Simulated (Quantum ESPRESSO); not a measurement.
# Near-edge structure at the C K edge of Dy2C (R-3m)

Aim: the near-edge shape at the C K edge of Dy2C (R-3m), and what the core hole does to it.

Method: X-ray absorption near-edge structure, plane-wave PAW LDA, one-electron final states by a Lanczos continued fraction, without spin-orbit coupling, in Quantum ESPRESSO 7.5.

**1. Starting point**

It takes space group R-3m (No. 166, trigonal). The conventional cell has a = 3.592 Å, b = 3.592 Å, c = 18.349 Å, α = 90.00°, β = 90.00°, γ = 120.00°. Nearest to Dy lie 3 C at 2.47 Å. Nearest to C lie 6 Dy at 2.47 Å. Farther neighbours are not listed.

**2. The field without a hole**

A plain self-consistent run shows whether there is a gap, which decides the set-up of the core-hole run.

The PAW data sets are made with ld1.x, with reconstruction data.

File scf.in:

```
&control
   calculation='scf', prefix='x', pseudo_dir='../pp', outdir='tmp', tprnfor=.true.
/
&system
   ibrav=0, nat=3, ntyp=2, nbnd=17
   ecutwfc=43, ecutrho=400
   occupations='smearing', smearing='mv', degauss=0.015
/
&electrons
   conv_thr=3.0e-08, electron_maxstep=120
   mixing_beta=0.5
/
ATOMIC_SPECIES
Dy 1.0 Dy.lda-spdn-kjpaw.UPF
C3 1.0 C.lda-n-kjpaw.UPF
CELL_PARAMETERS angstrom
  1.79588930 1.03685717 6.11639448
  -1.79588930 1.03685717 6.11639448
  0.00000000 -2.07371434 6.11639448
ATOMIC_POSITIONS crystal
Dy   0.73970792 0.73970792 0.73970792
Dy   0.26029208 0.26029208 0.26029208
C3   0.00000000 0.00000000 0.00000000
K_POINTS automatic
9 9 9 0 0 0
```

Command:

```sh
$ OMP_NUM_THREADS=1 mpirun --oversubscribe --bind-to none -np 4 pw.x -nk 4 -in scf.in > scf.out
```

Log:

```text
     [... banner and references ...]
using ibrav=0 with symmetry is DISCOURAGED, use correct ibrav instead

     G-vector sticks info
     --------------------

     Using Slab Decomposition

     bravais-lattice index     =            0
     lattice parameter (alat)  =      12.2046  a.u.
     unit-cell volume          =     461.1496 (a.u.)^3
     number of atoms/cell      =            3
     number of atomic types    =            2
     number of electrons       =        26.00
     number of Kohn-Sham states=           17
     kinetic-energy cutoff     =      43.0000  Ry
     charge density cutoff     =     400.0000  Ry
     scf convergence threshold =      3.0E-08
     mixing beta               =       0.5000
     number of iterations used =            8  plain     mixing
     Exchange-correlation= SLA  PZ   NOGX NOGC
                           (   1   1   0   0   0   0   0)

     celldm(1)=  12.204555  celldm(2)=   0.000000  celldm(3)=   0.000000
     celldm(4)=   0.000000  celldm(5)=   0.000000  celldm(6)=   0.000000

     crystal axes: (cart. coord. in units of alat)
               a(1) = (   0.278072   0.160545   0.947049 )
               a(2) = (  -0.278072   0.160545   0.947049 )
               a(3) = (   0.000000  -0.321089   0.947049 )

     reciprocal axes: (cart. coord. in units 2 pi/alat)
               b(1) = (  1.798099  1.038133  0.351971 )
               b(2) = ( -1.798099  1.038133  0.351971 )
               b(3) = (  0.000000 -2.076265  0.351971 )

     PseudoPot. #1 for Dy:     Pseudo is Projector augmented-wave + core cor, Zval = 11.0

     ../pp/C.lda-n-kjpaw.UPF
     Pseudo is Projector augmented-wave + core cor, Zval =  4.0
     Shape of augmentation charge: PSQ
     Using radial grid of 1073 points,  4 beta functions with:
                l(1) =   0
                l(2) =   0
                l(3) =   1
                l(4) =   1
     Q(r) pseudized with 0 coefficients

     atomic species   valence    mass     pseudopotential
     Dy               11.00     1.00000     Dy( 1.00)
     C3                4.00     1.00000     C ( 1.00)

     12 Sym. Ops., with inversion, found

   Cartesian axes

     site n.     atom                  positions (alat units)
         1        Dy     tau(   1) = (   0.0000000  -0.0000000   2.1016188  )
         2        Dy     tau(   2) = (  -0.0000000   0.0000000   0.7395280  )
         3        C3     tau(   3) = (   0.0000000   0.0000000   0.0000000  )

     number of k points=    85  Marzari-Vanderbilt smearing, width (Ry)=  0.0150
                       cart. coord. in units 2pi/alat
        k(    1) = (   0.0000000   0.0000000   0.0000000), wk =   0.0027435
        k(    2) = (   0.0000000  -0.2306962   0.0391078), wk =   0.0164609
        k(    3) = (   0.0000000  -0.4613923   0.0782157), wk =   0.0164609
        k(    4) = (   0.0000000  -0.6920885   0.1173235), wk =   0.0164609
        k(    5) = (   0.0000000  -0.9227847   0.1564314), wk =   0.0164609
[...]
k(   83) = (   1.3985212   0.8074366  -0.1955392), wk =   0.0164609
        k(   84) = (   0.0000000  -0.0000000   0.4692941), wk =   0.0054870
        k(   85) = (  -0.0000000   1.8455693   0.1564314), wk =   0.0164609

     Dense  grid:    62419 G-vectors     FFT dimensions: (  80,  80,  80)

     Smooth grid:    17575 G-vectors     FFT dimensions: (  54,  54,  54)

     Initial potential from superposition of free atoms

     starting charge      25.9666, renormalised to      26.0000
     Starting wfcs are   30 randomized atomic wfcs
     Checking if some PAW data can be deallocated...

     per-process dynamical memory:    77.5 Mb

     Self-consistent Calculation

     iteration #  1     ecut=    43.00 Ry     beta= 0.50
     Davidson diagonalization with overlap
     ethr =  1.00E-02,  avg # of iterations =  2.0

     total energy              =   -1160.06983145 Ry
[...]
k =-0.1998 0.3460-0.0000 (  2191 PWs)   bands (ev):

[...]
k =-0.3996-0.2307 0.1564 (  2184 PWs)   bands (ev):

[...]
k =-0.3996 1.1535-0.0782 (  2198 PWs)   bands (ev):

[...]
k =-0.3996 0.9228-0.0391 (  2198 PWs)   bands (ev):

[...]
k =-0.3996 0.6921 0.0000 (  2193 PWs)   bands (ev):

[...]
k =-0.5994 1.2688-0.0391 (  2207 PWs)   bands (ev):

[...]
k =-0.5994 1.0381-0.0000 (  2209 PWs)   bands (ev):

[...]
k =-0.7992 1.3842 0.0000 (  2213 PWs)   bands (ev):

[...]
k = 0.0000-0.0000 0.1173 (  2187 PWs)   bands (ev):

[...]
k = 0.0000 1.1535-0.0782 (  2198 PWs)   bands (ev):

[...]
k = 0.0000 0.9228-0.0391 (  2190 PWs)   bands (ev):

[...]
k = 0.0000 0.6921 0.0000 (  2198 PWs)   bands (ev):

[...]
k = 0.0000 0.4614 0.0391 (  2195 PWs)   bands (ev):

[...]
k =-0.1998 1.2688-0.0391 (  2199 PWs)   bands (ev):

[...]
k =-0.1998 1.0381-0.0000 (  2206 PWs)   bands (ev):

[...]
k =-0.1998 0.8074 0.0391 (  2202 PWs)   bands (ev):

[...]
k =-0.1998 0.5767 0.0782 (  2195 PWs)   bands (ev):

[...]
k =-0.3996 1.3842 0.0000 (  2193 PWs)   bands (ev):

[...]
k = 0.9989 0.5767-0.2738 (  2197 PWs)   bands (ev):

[...]
k = 0.9989 0.3460-0.2346 (  2212 PWs)   bands (ev):

[...]
k = 0.9989 0.1153-0.1955 (  2206 PWs)   bands (ev):

[...]
k = 0.0000-0.2307 0.2738 (  2173 PWs)   bands (ev):

[...]
k = 0.0000-0.4614 0.3129 (  2193 PWs)   bands (ev):

[...]
k = 0.0000 1.3842 0.0000 (  2195 PWs)   bands (ev):

[...]
k = 0.0000 1.1535 0.0391 (  2199 PWs)   bands (ev):

[...]
k = 0.0000 0.9228 0.0782 (  2195 PWs)   bands (ev):

[...]
k = 1.1987 0.4614-0.1955 (  2194 PWs)   bands (ev):

[...]
k = 0.9989 0.5767-0.1564 (  2195 PWs)   bands (ev):

[...]
k =-0.0000-0.0000 0.3520 (  2187 PWs)   bands (ev):

[...]
k =-0.0000-0.2307 0.3911 (  2175 PWs)   bands (ev):

[...]
k =-0.1998-0.1153 0.4302 (  2176 PWs)   bands (ev):

[...]
k =-0.1998 1.7302 0.1173 (  2188 PWs)   bands (ev):

[...]
k =-0.1998 1.4995 0.1564 (  2190 PWs)   bands (ev):

[...]
k = 1.3985 0.8074-0.1955 (  2189 PWs)   bands (ev):

[...]
13.0822

          k = 0.0000-0.0000 0.4693 (  2175 PWs)   bands (ev):

[...]
0.8112   5.6504   8.4937   8.4937   9.0757  10.7893  12.2001  12.2001
    13.6448

          k =-0.0000 1.8456 0.1564 (  2181 PWs)   bands (ev):

   -36.9190 -36.8748 -13.0219 -12.6563 -12.5665 -12.5476 -12.5177 -12.4843
     0.9157   5.9136   8.1593   8.5445   9.0955  10.8951  11.5236  12.4576
    13.0770

     the Fermi energy is     9.8844 ev

!    total energy              =   -1160.86839788 Ry
     total all-electron energy =    -48673.234466 Ry
     estimated scf accuracy    <       0.00000002 Ry
     smearing contrib. (-TS)   =      -0.00019289 Ry
     internal energy E=F+TS    =   -1160.86820499 Ry

     The total energy is F=E-TS. E is the sum of the following terms:
     one-electron contribution =     -39.05962363 Ry
     hartree contribution      =      31.27231063 Ry
     xc contribution           =    -127.08121333 Ry
     ewald contribution        =    -123.46574892 Ry
     one-center paw contrib.   =    -902.53392974 Ry

     convergence has been achieved in  11 iterations

     Forces acting on atoms (cartesian axes, Ry/au):

     atom    1 type  1   force =     0.00000000    0.00000000   -0.01987154
     atom    2 type  1   force =     0.00000000    0.00000000    0.01987154
     atom    3 type  2   force =    -0.00000000   -0.00000000    0.00000000

     Total force =     0.028103     Total SCF correction =     0.000064

     XML data file, charge density, pseudopotentials, collected wavefunctions

=------------------------------------------------------------------------------=
   JOB DONE.
=------------------------------------------------------------------------------=
```

Run time: 26 s. Hardware: 4 MPI ranks of Intel Xeon Platinum 8488C (Sapphire Rapids), shared host; peak memory 0.16 GiB.

Absorbing atoms carry a label of their own (element plus a letter or digit), as the spectrum program needs them as separate species.

The mesh shows no gap, so the system is treated as a metal and the core electron is put at the Fermi level (neutral cell).

**3. Spectrum without a core hole, C atom 3**

Without a hole the spectrum is the empty density of states of the right symmetry on the absorber, weighted by matrix elements. It needs only the small cell and serves as the baseline.

The absorber has 6 Dy at 2.47 Å (octahedral, site symmetry -3m).

File xspectra.in:

```
&input_xspectra
   calculation='xanes_dipole', edge='K'
   prefix='x', outdir='tmp', xiabs=2, xe0=9.8844
   xonly_plot=.false., x_save_file='xanes.sav'
   xniter=3000, xcheck_conv=20, xerror=0.005
   xcoordcrys=.false., xepsilon(1)=1, xepsilon(2)=0, xepsilon(3)=0
/
&plot
   xnepoint=413, xemin=-10, xemax=45, terminator=.true., cut_occ_states=.true.
   xgamma=0.4
/
&pseudos
   filecore='../C.wfc'
/
&cut_occ
   cut_desmooth=0.1, cut_stepl=0.05, cut_stepu=0.05, cut_ierror=1e-5
/
10 10 10 0 0 0
```

Command:

```sh
$ OMP_NUM_THREADS=1 mpirun --oversubscribe --bind-to none -np 4 xspectra.x -nk 4 -in xspectra.in > xspectra.out
```

Log:

```text
     [... banner and references ...]
Reading input_file

     calculation: xanes_dipole

     xepsilon  [cartesian coordinates]:   1.000000   0.000000   0.000000

     xonly_plot: FALSE
        => complete calculation: Lanczos + spectrum plot

     filecore (core-wavefunction file): ../C.wfc

     main plot parameters:
        cut_occ_states: TRUE
        gamma_mode:  constant
        -> using xgamma [eV]:  0.40
        xemin [eV]: -10.00
        xemax [eV]:  45.00
        xnepoint:  413
        xe0 [eV]:   9.884400 (energy zero read in input file)

[...]
Results of STEP 1 successfully written in x_save_file
     x_save_file name:
     ->  xanes.sav
     x_save_file version:  2

     ... End STEP 1 ...

     ... Begin STEP 2 ...

     The spectrum is calculated using the following parameters:
        xe0 [eV]:    9.8844
        the occupied states are elimintate from the spectrum
        xemin [eV]: -10.00
        xemax [eV]:  45.00
        xnepoint:  413
        constant broadening parameter [eV]:    0.400
        Core level energy [eV]:  -284.2
         (from electron binding energy of neutral atoms in X-ray data booklet)

     Cross-section successfully written in xanes.dat

     ... End STEP 2 ...

                                END JOB XSpectra
```

The job ended after 5 min (4 MPI ranks; peak memory 0.16 GiB; 20 min of CPU time).

The C K spectrum, C atom 3, no core hole (energy from the energy zero of the input (xe0, at the border of filled and empty states); intensity scaled to a mean of 1 over the first 20 eV; the points at xe0, where the cut of filled states can leave a spike, are interpolated; polarised curves are means over the symmetry-equivalent atoms):

| E (eV) | isotropic | ε ⊥ c | ε ∥ c |
| --- | --- | --- | --- |
| -2.00 | 0.04 | 0.04 | 0.05 |
| -1.25 | 0.06 | 0.06 | 0.07 |
| -0.50 | 0.12 | 0.11 | 0.13 |
| 0.25 | 0.32 | 0.30 | 0.35 |
| 1.00 | 0.45 | 0.40 | 0.55 |
| 1.75 | 0.48 | 0.37 | 0.70 |
| 2.50 | 0.62 | 0.54 | 0.78 |
| 3.25 | 0.84 | 0.81 | 0.90 |
| 4.00 | 1.15 | 1.18 | 1.09 |
| 4.75 | 1.28 | 1.21 | 1.42 |
| 5.50 | 1.41 | 1.42 | 1.39 |
| 6.25 | 1.39 | 1.40 | 1.37 |
| 7.00 | 1.76 | 1.81 | 1.65 |
| 7.75 | 2.25 | 2.25 | 2.25 |
| 8.50 | 1.35 | 1.17 | 1.72 |
| 9.25 | 0.81 | 0.78 | 0.87 |
| 10.00 | 0.56 | 0.56 | 0.57 |
| 10.75 | 0.98 | 0.97 | 1.02 |
| 11.50 | 1.43 | 1.51 | 1.26 |
| 12.25 | 1.23 | 1.41 | 0.87 |
| 13.00 | 1.32 | 1.53 | 0.89 |
| 13.75 | 1.23 | 1.27 | 1.14 |
| 14.50 | 1.12 | 1.01 | 1.33 |
| 15.25 | 0.59 | 0.57 | 0.63 |
| 16.00 | 0.64 | 0.64 | 0.63 |
| 16.75 | 0.83 | 0.86 | 0.78 |
| 17.50 | 0.90 | 0.88 | 0.95 |
| 18.25 | 0.75 | 0.62 | 1.01 |
| 19.00 | 0.65 | 0.58 | 0.81 |
| 19.75 | 0.62 | 0.56 | 0.73 |
| 20.50 | 0.57 | 0.50 | 0.69 |
| 21.25 | 0.51 | 0.48 | 0.57 |
| 22.00 | 0.64 | 0.66 | 0.61 |
| 22.75 | 0.94 | 1.05 | 0.70 |
| 23.50 | 1.03 | 1.16 | 0.76 |
| 24.25 | 0.99 | 0.97 | 1.02 |
| 25.00 | 0.93 | 0.88 | 1.01 |
| 25.75 | 0.82 | 0.82 | 0.82 |
| 26.50 | 0.72 | 0.73 | 0.70 |
| 27.25 | 0.56 | 0.56 | 0.55 |
| 28.00 | 0.62 | 0.62 | 0.63 |
| 28.75 | 0.65 | 0.67 | 0.62 |
| 29.50 | 0.84 | 0.89 | 0.72 |
| 30.25 | 0.88 | 0.90 | 0.85 |
| 31.00 | 0.85 | 0.84 | 0.87 |
| 31.75 | 0.74 | 0.71 | 0.78 |

Main maxima below 24 eV (height): 5.5 eV (1.42), 7.6 eV (2.27), 11.6 eV (1.45), 13.0 eV (1.32), 17.5 eV (0.90) and 23.5 eV (1.03). A K edge sees empty p states on the absorber.

**4. Another broadening**

The final state's lifetime shortens with energy, so measured features broaden above the edge; the saved Lanczos coefficients are redrawn with a width that grows.

File xspectra_plot.in:

```
&input_xspectra
   calculation='xanes_dipole', edge='K'
   prefix='x', outdir='tmp', xiabs=2, xe0=9.8844
   xonly_plot=.true., x_save_file='xanes.sav'
   xniter=3000, xcheck_conv=20, xerror=0.005
   xcoordcrys=.false., xepsilon(1)=1, xepsilon(2)=0, xepsilon(3)=0
/
&plot
   xnepoint=413, xemin=-10, xemax=45, terminator=.true., cut_occ_states=.true.
   gamma_mode='variable', gamma_energy(1)=4, gamma_energy(2)=25, gamma_value(1)=0.3, gamma_value(2)=2.5
/
&pseudos
   filecore='../C.wfc'
/
&cut_occ
   cut_desmooth=0.1, cut_stepl=0.05, cut_stepu=0.05, cut_ierror=1e-5
/
10 10 10 0 0 0
```

Command:

```sh
$ OMP_NUM_THREADS=1 xspectra.x -in xspectra_plot.in > xspectra_plot.out
```

Log:

```text
     [... banner and references ...]
Reading input_file
     -------------------------------------------------------------------------

     calculation: xanes_dipole

     xonly_plot: TRUE
        => only the spectrum plot

     main plot parameters:
        cut_occ_states: TRUE
        gamma_mode:  variable
        -> first, constant up to point ( 4.00, 0.30) [eV]
        -> then, linear up to point (25.00, 2.50) [eV]
        -> finally, constant up to xemax
        xemin [eV]: -10.00
        xemax [eV]:  45.00
        xnepoint:  413
[...]
xemin [eV]: -10.00
        xemax [eV]:  45.00
        xnepoint:  413
        energy-dependent broadening parameter:
         -> first, constant up to point ( 4.00, 0.30) [eV]
         -> then, linear up to point (25.00, 2.50) [eV]
         -> finally, constant up to xemax
        Core level energy [eV]:  -284.2
         (from electron binding energy of neutral atoms in X-ray data booklet)

     Cross-section successfully written in xanes.dat

     -------------------------------------------------------------------------
                                END JOB XSpectra
     -------------------------------------------------------------------------
[key lines of the parts left out:]
Fermi level [eV]:  10.2442
```

The job ended after 19 s (1 MPI rank; peak memory 0.11 GiB).

With a Lorentzian half width 0.3 eV up to 4 eV, rising linearly to 2.5 eV at 25 eV, the maxima are 1.3 eV (0.53), 5.5 eV (1.42), 7.5 eV (1.92), 11.9 eV (1.19) and 23.9 eV (0.80).

**5. Reference energy of the supercell**

The photon energy needs a difference of total energies, so the cell and mesh of the coming hole run are first run without a hole.

File scf.in:

```
&control
   calculation='scf', prefix='x', pseudo_dir='../pp', outdir='tmp', tprnfor=.true.
/
&system
   ibrav=0, nat=9, ntyp=2, nbnd=48
   ecutwfc=43, ecutrho=400
   occupations='smearing', smearing='mv', degauss=0.015
/
&electrons
   conv_thr=9.0e-08, electron_maxstep=120
   mixing_beta=0.5
/
ATOMIC_SPECIES
Dy 1.0 Dy.lda-spdn-kjpaw.UPF
C 1.0 C.lda-n-kjpaw.UPF
CELL_PARAMETERS angstrom
  -5.38766789 -3.11057151 0.00000000
  5.38766789 -3.11057151 0.00000000
  1.79588930 1.03685717 6.11639448
ATOMIC_POSITIONS crystal
Dy   0.73970792 0.00000000 0.21912376
Dy   0.40637459 0.33333333 0.21912376
Dy   0.07304125 0.66666667 0.21912376
Dy   0.26029208 0.00000000 0.78087624
Dy   0.92695875 0.33333333 0.78087624
Dy   0.59362541 0.66666667 0.78087624
C    0.00000000 0.00000000 0.00000000
C    0.66666667 0.33333333 0.00000000
C    0.33333333 0.66666667 0.00000000
K_POINTS automatic
5 5 4 0 0 0
```

Command:

```sh
$ OMP_NUM_THREADS=1 mpirun --oversubscribe --bind-to none -np 4 pw.x -nk 4 -in scf.in > scf.out
```

Log:

```text
     [... banner and references ...]
[banner, memory and clock lines left out]
Found identity + ( -0.3333  0.3333  0.0000) symmetry
     This is a supercell, fractional translations are disabled
     using ibrav=0 with symmetry is DISCOURAGED, use correct ibrav instead

     G-vector sticks info

     bravais-lattice index     =            0
     lattice parameter (alat)  =      11.7563  a.u.
     unit-cell volume          =    1383.4488 (a.u.)^3
[...]
atom    1 type  1   force =    -0.00011121   -0.00006421   -0.01942011
     atom    2 type  1   force =    -0.00010689   -0.00005946   -0.01942167
     atom    3 type  1   force =    -0.00010493   -0.00006284   -0.01942167
[...]
atom    8 type  2   force =     0.00000018   -0.00000030   -0.00000000
     atom    9 type  2   force =    -0.00000018    0.00000030    0.00000000

     Total force =     0.047573     Total SCF correction =     0.000441

     XML data file, charge density, pseudopotentials, collected wavefunctions
[key lines of the parts left out:]
!    total energy              =   -3482.60516094 Ry
the Fermi energy is     9.9087 ev
convergence has been achieved in  14 iterations
```

Elapsed: 60 s, on 4 MPI ranks; peak memory 0.35 GiB; 4 min of CPU time.

Reference energy: -1986699.274 eV with the cores included.

(Part 1 of 4 ends here.)

[Banner, clock and machine lines of the logs are left out without a mark of their own.]

[Logs are printed without paths, hosts, clocks, repeated set-up lines and the standing remarks that a program may print on its own settings, such as how far it seeks lower states.]

[Hosts, paths, dates, database ids (printed as entryN), source tags and the programs' standing remarks are cut or masked in the printed files.]

[Lists of maxima count a maximum above −3 eV only where it reaches 4 % of the highest in the window and stands out from its surroundings by 2 % of it (1.5 % where it reaches 55 %); shoulders and weaker maxima are passed over, and of the rest the first, up to two pre-edge ones and the few strongest are named.]
